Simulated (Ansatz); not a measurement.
# 1T-HfO2 monolayer in a perpendicular field, part 2 of 2

What dipole does a perpendicular field induce in the 1T-HfO2 monolayer, and does the gap follow? A positive field points along +c.

Ansatz 0.2.0; plane-wave DFT, PBE-D3(BJ), Ansatz PAW.

So far, gap on the k-mesh (eV): step 2 (relaxation) 4.84.

## Step 3: Atoms held, field 0, start network

A sawtooth potential applies the field, turning back in the middle of the vacuum. With the dipole correction the typed value is the field outside the slab. The induced dipole is small, so the SCF threshold is tight.

The cell differs from the one that the last finished run ended in (c 36.019 → 19.947 Å).

Input file input.yaml:

```yaml
crystal:
  lattice:
    - [3.2424142691, 0.0, 0.0]
    - [-1.6212071346, 2.8080131266, 0.0]
    - [0.0, 0.0, 19.9468279267]
  atoms:
    - { symbol: O, position: [0.6666666667, 0.3333333333, 0.4511995608] }
    - { symbol: Hf, position: [0.0, 0.0, 0.5] }
    - { symbol: O, position: [0.3333333333, 0.6666666667, 0.5488004392] }
kpoints:
  mp_grid: { grid: [18, 18, 1] }
  band_path:
    path: [[0, 0, 0], [0.5, 0, 0], [0.33333333, 0.33333333, 0], [0, 0, 0]]
    npoints: 16
hamiltonian:
  xc: pbe
  dispersion: d3bj
scf:
  occupations: { method: fermi_dirac, width: 0.02585 }
  convergence: { dr2_threshold: 1.0e-10 }
efield:
  axis: 3
  dipole_correction: true
  ramp_position: 0.97
  ramp_width: 0.06
  amplitude: 0
output:
  dos: { projected: true, e_range: [-6, 5] }
  write_potential: true
  write_density: true
  volumetric_format: npy
  elf: true
```

On the command line:

```sh
> ansatz run input.yaml --threads 2 --pin off --max-ram 3072MiB --backend cpu --events-out ev --progress --plain --runs-dir out
```

Numbers of over 12 decimals in the logs are rounded to 6 here.

The log of the run:

```text
[...]
Crystal: 3 atoms, lattice volume = 181.611 Å³
Basis set: ecut = 420 eV, 3631 PW (Γ)
Bands: 23, of which v1, the nominal top of the filled ones, is band 19 counted from 1 (18 counted from 0)
Symmetry: 6 space group operations
k-points: 37 of 324 (time reversal used)
[...]
SCF iter   1: F=—  HF=-16861.314866 eV  |F-HF|=—  |Δ(HF+E_count)|=         —  Δρ=1.41e-3  dr2=4.58e-3  ethr=1.77e-3  p=0.000 e·Å  D=1.16e-13 V/Å  ΔV_dip=-0.00 eV  dr2_dipole=1.75e-10  V_vac-E_F(+/−)=5.53/5.53 eV  ⟨swp⟩=7.5  Hψ=4244  notcnv=0
efield: sawtooth ramp at fractional position 0.9700 (set: `efield.ramp_position`, or a place that a band, a saddle search or an elastic batch's reference lends), width 0.0600; the density the first Hamiltonian is built on has a dipole p = 0.000 e·Å; the dipole correction subtracts the counter field D = 1.16e-13 V/Å, which shifts the + side's vacuum level by -0.00 eV against the − side's; the planar-averaged density in the ramp window peaks in size at 2.3e-6 e/Å³
[...]
SCF iter   2: F=—  HF=-16861.315877 eV  |F-HF|=—  |Δ(HF+E_count)|=   1.01e-3  Δρ=1.07e-3  dr2=1.71e-3  ethr=1.21e-5  p=-0.000 e·Å  D=-9.34e-6 V/Å  ΔV_dip=0.00 eV  dr2_dipole=1.44e-9  V_vac-E_F(+/−)=5.46/5.46 eV  ⟨swp⟩=3.0  Hψ=2127  notcnv=0
[...]
SCF iter  10: F=-16861.315856 eV  HF=-16861.315856 eV  |F-HF|=7.28e-12  |Δ(HF+E_count)|=  2.00e-10  Δρ=9.91e-8  dr2=1.16e-11  ethr=1.00e-12  p=0.000 e·Å  D=2.37e-7 V/Å  ΔV_dip=-0.00 eV  dr2_dipole=3.54e-13  V_vac-E_F(+/−)=5.43/5.43 eV  ⟨swp⟩=4.8  Hψ=2674  notcnv=0
SCF 1 converged in 10 iterations: F = -16861.315856 eV  dr2 = 1.16e-11
[...]
NSCF: frozen V_eff on 49 k-points
efield: sawtooth ramp at fractional position 0.9700 (kept from the solve that this one continues, or follows in the run), width 0.0600; the density the first Hamiltonian is built on has a dipole p = 0.000 e·Å; the dipole correction subtracts the counter field D = 2.37e-7 V/Å, which shifts the + side's vacuum level by -0.00 eV against the − side's; the planar-averaged density in the ramp window peaks in size at 2.0e-7 e/Å³
[...]
SCF converged after 10 iterations
Free energy (F): -16861.315856 eV
[...]
Internal energy: -16861.315856 eV  (E = F + TS)
E sigma→0 (E₀):  -16861.315856 eV
Fermi energy:    -1.315279 eV
Dipole field:    D = -0.000001 V/Å  (p = -0.000001 e·Å, saw-weighted, corrected)
Work function:   Φ+ = 5.4319 eV   Φ− = 5.4320 eV
Levels:          The Fermi level and band energies are counted from a zero that moves with the ramp; work functions are not
[...]
--- Band table (eV; the first three rows and the last of 37) ---
  k-point 0: bands = [... 15 lower, -6.9787, -4.3389, -3.9564, -3.9564, 1.4057, 1.4057, 1.7801, 3.5823]
  k-point 1: bands = [... 15 lower, -6.9415, -4.3005, -4.0861, -4.0034, 1.4043, 1.4811, 1.8779, 3.6126]
  k-point 2: bands = [... 15 lower, -6.8366, -4.4783, -4.1424, -4.1301, 1.3782, 1.6907, 2.1382, 3.6935]
  k-point 36: bands = [... 15 lower, -6.5976, -4.8435, -4.8435, -4.4054, 1.3423, 2.6676, 2.6676, 6.2952]
```

Elapsed: 14 s, on 2 threads of Arm Neoverse V1, shared host; peak memory 0.47 GiB; 27 s of CPU time.

Reading the cycles: dr2 is the Hartree energy of the density residual (eV), the measure of convergence; HF is the Harris–Foulkes estimate of the energy, which meets the free energy F at convergence.

Numbers from this step:

| Quantity | Value |
| --- | --- |
| gap on the k-mesh | 4.837 eV |
| dipole along the normal | -6.05e-7 e·Å |
| gap along the path | 4.837 eV |
| smallest direct gap along the path | 5.058 eV |
| ionisation energy, upper face | 7.861 eV |
| electron affinity, upper face | 3.024 eV |
| gap, the smaller of path and mesh | 4.837 eV |

Running mean over a fixed 2.5 Å (it still follows the layers) of the planar mean; the ramp of the sawtooth is left out. The electron's electrostatic potential energy less the Fermi level by z:

```csv
z (Å),electron's electrostatic potential energy less the Fermi level (eV)
2.81,5.43
3.25,5.43
3.55,5.43
3.99,5.43
4.28,5.43
4.73,5.43
5.17,5.43
5.47,5.43
5.91,5.43
6.35,5.41
6.65,5.37
7.09,5.15
7.39,4.55
7.83,2.50
8.27,-0.542
8.57,-2.74
9.01,-6.08
9.46,-9.15
9.75,-10.6
10.20,-10.6
10.49,-9.15
10.93,-6.08
11.38,-2.74
11.67,-0.542
12.12,2.50
12.56,4.55
12.85,5.15
13.30,5.37
13.59,5.41
14.04,5.43
14.48,5.43
14.78,5.43
15.22,5.43
15.66,5.43
15.96,5.43
16.40,5.43
16.70,5.43
17.14,5.43
```

The density of states has structure finer than the step of the table below, so its rows give means over 0.5 eV, whole bins alone (the curve runs from -6 to 4.39 eV). Peaks (eV: height): -5.28: 9.84, -3.74: 10.5, -3.55: 9.15, -2.83: 7.17, -2.50: 7.43, 2.68: 7.70, 3.65: 12.2.

Density of states against energy, zero at the Fermi level of the run, which the smearing sets inside the gap; means over each step:

```csv
energy (eV),density of states (states/eV a cell)
-5.5,3.28
-5.0,3.53
-4.5,1.28
-4.0,2.93
-3.5,4.43
-3.0,2.39
-2.5,2.68
-2.0,0
-1.5,0
-1.0,0
-0.5,0
0.0,0
0.5,0
1.0,0
1.5,0
2.0,0
2.5,2.65
3.0,1.91
3.5,3.23
4.0,2.05
```

Projected DOS per atom over height of the atomic layer and energy from the Fermi level. Layers: O Hf O from below.

Ten even steps from '0' (0.00 states/eV) to '9' (3.01 states/eV), each cell a mean:
```
070
181
030
090
010
000
000
000
000
000
000
000
000
000
303
404
414
626
101
212
535
333
```
Columns: height of the atomic layer (Å) from 9 to 10.9; rows upwards: energy from the Fermi level (eV) from -5.96 to 4.39.

The electronic bands at the labelled points (eV, zero at the Fermi level of the run, which the smearing sets inside the gap):

```csv
point,band 16,band 17,band 18,band 19,band 20,band 21,band 22,band 23
Γ,-5.66,-3.02,-2.64,-2.64,2.72,2.72,3.10,4.90
halfway,-5.18,-4.05,-3.24,-2.51,2.58,3.83,3.93,5.35
M,-4.24,-3.74,-3.38,-2.83,2.41,3.65,4.73,7.31
halfway,-4.20,-3.90,-3.55,-2.89,2.66,3.65,4.38,7.49
K,-5.28,-3.53,-3.53,-3.09,2.66,3.98,3.98,7.61
halfway,-5.17,-3.92,-3.66,-2.43,3.09,3.25,4.24,5.74
Γ,-5.66,-3.02,-2.64,-2.64,2.72,2.72,3.10,4.90
```

The electronic bands as a text plot (rows in eV, shown from -6.7 to 4.9 only):

```
    4.7 |+              +++++++++++                             +
    4.2 |          +++++           ++++++++++++++++++++++
    3.7 |    +++++++++++++++++++++++++++  +++++++        ++++
    3.2 |++++++++                               ++++++++++++ ++++
    2.7 |++++++++++++++++       ++++++++++++++++       ++++++++++
    2.2 |                +++++++
    1.8 |
    1.3 |
    0.8 |
    0.3 |
   -0.2 |
   -0.7 |
   -1.2 |
   -1.6 |
   -2.1 |
   -2.6 |************************            ********************
   -3.1 |************            ************            ********
   -3.6 |      **    ***************************************
   -4.1 |        *******    *********          **********
   -4.5 |               ****        ***
   -5.0 |        ************************ *************
   -5.5 |************                  **************************
   -6.0 |***************            ***      ****      **********
   -6.5 |               ************
         Γ                   M           K                      Γ
```

ELF in the ca plane at fractional y = 0.000, with atoms of Hf within 0.2 Å of it. It is the smooth field of the valence electrons, not physical close to the nuclei.

Values, 5 rows by 16 columns, each cell a mean:
```
0.00 0.00 0.00 0.00 0.00 0.00 0.02 0.15 0.76 0.40 0.04 0.00 0.00 0.00 0.00 0.00
0.00 0.00 0.00 0.00 0.00 0.01 0.14 0.38 0.22 0.31 0.28 0.02 0.00 0.00 0.00 0.00
0.00 0.00 0.00 0.00 0.00 0.01 0.21 0.61 0.22 0.52 0.41 0.04 0.00 0.00 0.00 0.00
0.00 0.00 0.00 0.00 0.00 0.00 0.09 0.25 0.36 0.26 0.19 0.02 0.00 0.00 0.00 0.00
0.00 0.00 0.00 0.00 0.00 0.00 0.01 0.17 0.81 0.47 0.02 0.00 0.00 0.00 0.00 0.00
```
Columns run along c (16.0 Å, from fractional 0.07 to 0.88 of the cell), rows up along a (3.2 Å). Atoms in or near the plane, at fractional coordinates: Hf at (0.50, 0.00).

Electrostatic potential energy in the ca plane at fractional y = 0.000, with atoms of Hf within 0.2 Å of it. With pseudopotentials it is smooth inside the atoms' cores, unlike the true potential.

Ten even steps from '0' (-36 eV) to '9' (4 eV), each cell a mean:
```
99999999999999999998730000479999999999999999
99999999999999999999862113689999999999999999
99999999999999999999987667899999999999999999
99999999999999999999988888899999999999999999
99999999999999999999988778899999999999999999
99999999999999999999875335789999999999999999
99999999999999999999750001589999999999999999
99999999999999999998720000378999999999999999
```
Columns run along c (16.0 Å, from fractional 0.07 to 0.88 of the cell; values clipped at the 3rd and 97th percentile), rows up along a (3.2 Å). Atoms in or near the plane, at fractional coordinates: Hf at (0.50, 0.00).

Valence density in the ca plane at fractional y = 0.000, with atoms of Hf within 0.2 Å of it. It is the smooth field of the valence electrons, not physical close to the nuclei.

Ten steps, logarithmic in the rise over the least value, from '0' (0 e/Å³) to '9' (28 e/Å³), each cell a mean:
```
00000000000000000000037996300000000000000000
00000000000000000000014654100000000000000000
00000000000000000000111221110000000000000000
00000000000000000000111111110000000000000000
00000000000000000000111111110000000000000000
00000000000000000000112332100000000000000000
00000000000000000000026775200000000000000000
00000000000000000000038997300000000000000000
```
Columns run along c (16.0 Å, from fractional 0.07 to 0.88 of the cell), rows up along a (3.2 Å). Atoms in or near the plane, at fractional coordinates: Hf at (0.50, 0.00).

The gap is 4.84 eV, with the valence edge 7.86 eV and the conduction edge 3.02 eV under the upper vacuum level. Spin-orbit coupling, left out in this run, matters for the bands of elements this heavy.

## Step 4: Atoms held, field 0.1 V/Å

input.yaml, as its differences from that of step 3:

```diff
@@ -23,7 +23,6 @@
   dipole_correction: true
-  ramp_position: 0.97
-  ramp_width: 0.06
-  amplitude: 0
+  ramp_position: 0.9236
+  ramp_width: 0.1527
+  amplitude: 0.1
 output:
-  dos: { projected: true, e_range: [-6, 5] }
   write_potential: true
@@ -31,2 +30 @@
   volumetric_format: npy
-  elf: true
```

The log of the run:

```text
[...]
Crystal: 3 atoms, lattice volume = 181.611 Å³
Basis set: ecut = 420 eV, 3631 PW (Γ)
Bands: 23, of which v1, the nominal top of the filled ones, is band 19 counted from 1 (18 counted from 0)
Symmetry: 6 space group operations
k-points: 37 of 324 (time reversal used)
[...]
--- Band table (eV; the first three rows and the last of 37) ---
  k-point 0: bands = [... 15 lower, -6.9791, -4.3390, -3.9565, -3.9565, 1.4055, 1.4055, 1.7768, 3.4021]
  k-point 1: bands = [... 15 lower, -6.9419, -4.3006, -4.0862, -4.0035, 1.4041, 1.4809, 1.8746, 3.4379]
  k-point 2: bands = [... 15 lower, -6.8369, -4.4785, -4.1425, -4.1303, 1.3778, 1.6905, 2.1351, 3.5382]
  k-point 36: bands = [... 15 lower, -6.5851, -4.8596, -4.8277, -4.4055, 1.3420, 2.6664, 2.6683, 6.2940]
[key lines of the parts left out:]
SCF converged after 14 iterations
Free energy (F): -16861.316599 eV
Fermi energy:    -1.315448 eV
Dipole field:    D = 0.014811 V/Å  (p = 0.014865 e·Å, saw-weighted, corrected)
```

It took 16 s on 2 threads; peak memory 0.45 GiB.

The dipole is 0.0149 e·Å, and the gap 4.836 eV.

## Step 5: Atoms held, field -0.1 V/Å

input.yaml, as its differences from that of step 4:

```diff
@@ -25,3 +25,3 @@
   ramp_width: 0.1527
-  amplitude: 0.1
+  amplitude: -0.1
 output:
```

The log of the run:

```text
[...]
Crystal: 3 atoms, lattice volume = 181.611 Å³
Basis set: ecut = 420 eV, 3631 PW (Γ)
Bands: 23, of which v1, the nominal top of the filled ones, is band 19 counted from 1 (18 counted from 0)
Symmetry: 6 space group operations
k-points: 37 of 324 (time reversal used)
[...]
--- Band table (eV; the first three rows and the last of 37) ---
  k-point 0: bands = [... 15 lower, -6.9793, -4.3391, -3.9567, -3.9567, 1.4054, 1.4054, 1.7766, 3.4020]
  k-point 1: bands = [... 15 lower, -6.9421, -4.3008, -4.0864, -4.0037, 1.4039, 1.4807, 1.8744, 3.4377]
  k-point 2: bands = [... 15 lower, -6.8371, -4.4787, -4.1427, -4.1304, 1.3777, 1.6903, 2.1349, 3.5381]
  k-point 36: bands = [... 15 lower, -6.5853, -4.8598, -4.8279, -4.4057, 1.3419, 2.6662, 2.6682, 6.2938]
[key lines of the parts left out:]
SCF converged after 14 iterations
Free energy (F): -16861.316599 eV
Fermi energy:    -1.315618 eV
Dipole field:    D = -0.014811 V/Å  (p = -0.014865 e·Å, saw-weighted, corrected)
```

It took 15 s on 2 threads; peak memory 0.45 GiB.

The dipole is -0.0149 e·Å, and the gap 4.836 eV.

## Step 6: Response, atoms held

This step: plane-wave DFT, PBE-D3(BJ), Ansatz PAW; response to a field along the normal, atoms held (Ansatz 0.2.0).

The dipoles give the slope, and the difference of two potentials shows where the field is screened.

Numbers from this step:

```
equivalent conductor thickness p/(ε₀AE) : 2.954 Å
distance between the outer atoms        : 1.947 Å
```

The dipole of the cell by applied field:

```csv
applied field (V/Å),dipole of the cell (e·Å)
-0.1000,-0.0149
0.0000,-6.1e-7
0.1000,0.0149
```

Local field over the applied field, running mean. From the potentials at -0.1 and 0.1 V/Å; running mean over 2.5 Å. The local field over applied field by z:

z (Å), local field over applied field and a bar from the least value:
```
     4.14      1.000 ##############################
     4.43      1.000 ##############################
     4.73      1.000 ##############################
     5.02      0.999 ##############################
     5.47      0.998 ##############################
     5.76      0.995 ##############################
     6.06      0.990 ##############################
     6.35      0.980 #############################
     6.65      0.960 ############################
     6.94      0.925 ###########################
     7.24      0.870 #########################
     7.54      0.796 ######################
     7.98      0.666 #################
     8.27      0.570 ##############
     8.57      0.473 ##########
     8.87      0.381 #######
     9.16      0.298 ####
     9.46      0.235 #
     9.75      0.202 
    10.20      0.202 
    10.49      0.235 #
    10.79      0.298 ####
    11.08      0.381 #######
    11.38      0.473 ##########
    11.67      0.570 ##############
    11.97      0.666 #################
    12.41      0.796 ######################
    12.71      0.870 #########################
    13.00      0.925 ###########################
    13.30      0.960 ############################
    13.59      0.980 #############################
    13.89      0.990 ##############################
    14.18      0.995 ##############################
    14.48      0.998 ##############################
    14.92      0.999 ##############################
    15.22      1.000 ##############################
    15.51      1.000 ##############################
    15.81      1.000 ##############################
```

Electrons, planar mean, per unit field. Induced electron density against z:

z (Å), induced electron density (e/Å³ per V/Å) and a bar from the least value:
```
     4.14    0.00000 ###############
     4.43    0.00000 ###############
     4.73    0.00000 ###############
     5.02    0.00000 ###############
     5.47    0.00001 ###############
     5.76    0.00002 ###############
     6.06    0.00004 ###############
     6.35    0.00008 ###############
     6.65    0.00017 ################
     6.94    0.00034 ################
     7.24    0.00067 ##################
     7.54    0.00125 ####################
     7.98    0.00270 ##########################
     8.27    0.00355 ##############################
     8.57    0.00286 ###########################
     8.87    0.00114 ####################
     9.16    0.00162 ######################
     9.46    0.00080 ##################
     9.75    0.00019 ################
    10.20   -0.00019 ##############
    10.49   -0.00080 ############
    10.79   -0.00162 ########
    11.08   -0.00114 ##########
    11.38   -0.00286 ###
    11.67   -0.00355 
    11.97   -0.00270 ####
    12.41   -0.00125 ##########
    12.71   -0.00067 ############
    13.00   -0.00034 ##############
    13.30   -0.00017 ##############
    13.59   -0.00008 ###############
    13.89   -0.00004 ###############
    14.18   -0.00002 ###############
    14.48   -0.00001 ###############
    14.92    0.00000 ###############
    15.22    0.00000 ###############
    15.51    0.00000 ###############
    15.81    0.00000 ###############
```

The smaller of the gaps on the path and on the k-mesh, counted as 0 under 0.03 eV; in a wide-gap layer a fall can come from a state in the tilted vacuum. The gap stays at 4.84 eV for applied field from -0.1 to 0.1 V/Å.

By hand: between -0.1 and 0.1 V/Å the dipole changes by 0.02973 e·Å, a slope of 0.1487 e·Å²/V. A perfect conductor of thickness t has p = ε₀AEt, so t = 180.95 × 0.1487 / 9.105 = 2.95 Å (e/ε₀ = 180.95 V·Å, A in Å²).

The induced dipole is that of a conductor 2.95 Å thick.

## Step 7: What came out

| Quantity | Value |
| --- | --- |
| gap without field | 4.84 eV |
| ionisation energy, upper face | 7.86 eV |
| electron affinity, upper face | 3.02 eV |
| equivalent conductor thickness, atoms held | 2.95 Å |

**Reading.** The induced dipole equals that of a perfect conductor 2.95 Å thick, while the outer atoms lie 1.95 Å apart; an out-of-plane ε follows only once a thickness t is chosen, by 1 − 1/ε = 2.95 Å / t. The gap stays within 0.01 eV of 4.84 eV over the fields run, up to 0.1 V/Å in size. Semilocal functionals give gaps that are too small, and excitons are not included. Spin-orbit coupling is left out, which matters for the bands of elements this heavy.

[Logs are printed without paths, hosts, clocks, repeated set-up lines and the standing remarks that a program may print on its own settings, such as how far it seeks lower states.]

[Hosts, paths, dates, database ids (printed as entryN), source tags and the programs' standing remarks are cut or masked in the printed files.]

[Maps of the electrostatic potential energy from Ansatz leave out the sawtooth potential of an applied field or a dipole correction, so their vacuum need not be flat; planar profiles and work functions include it.]

[The density of states shown here was stored with 400 of the rows of the run's finer table, so its peaks can read low, often by over a quarter, or be missed, and its means over a window can be off by a tenth or more.]
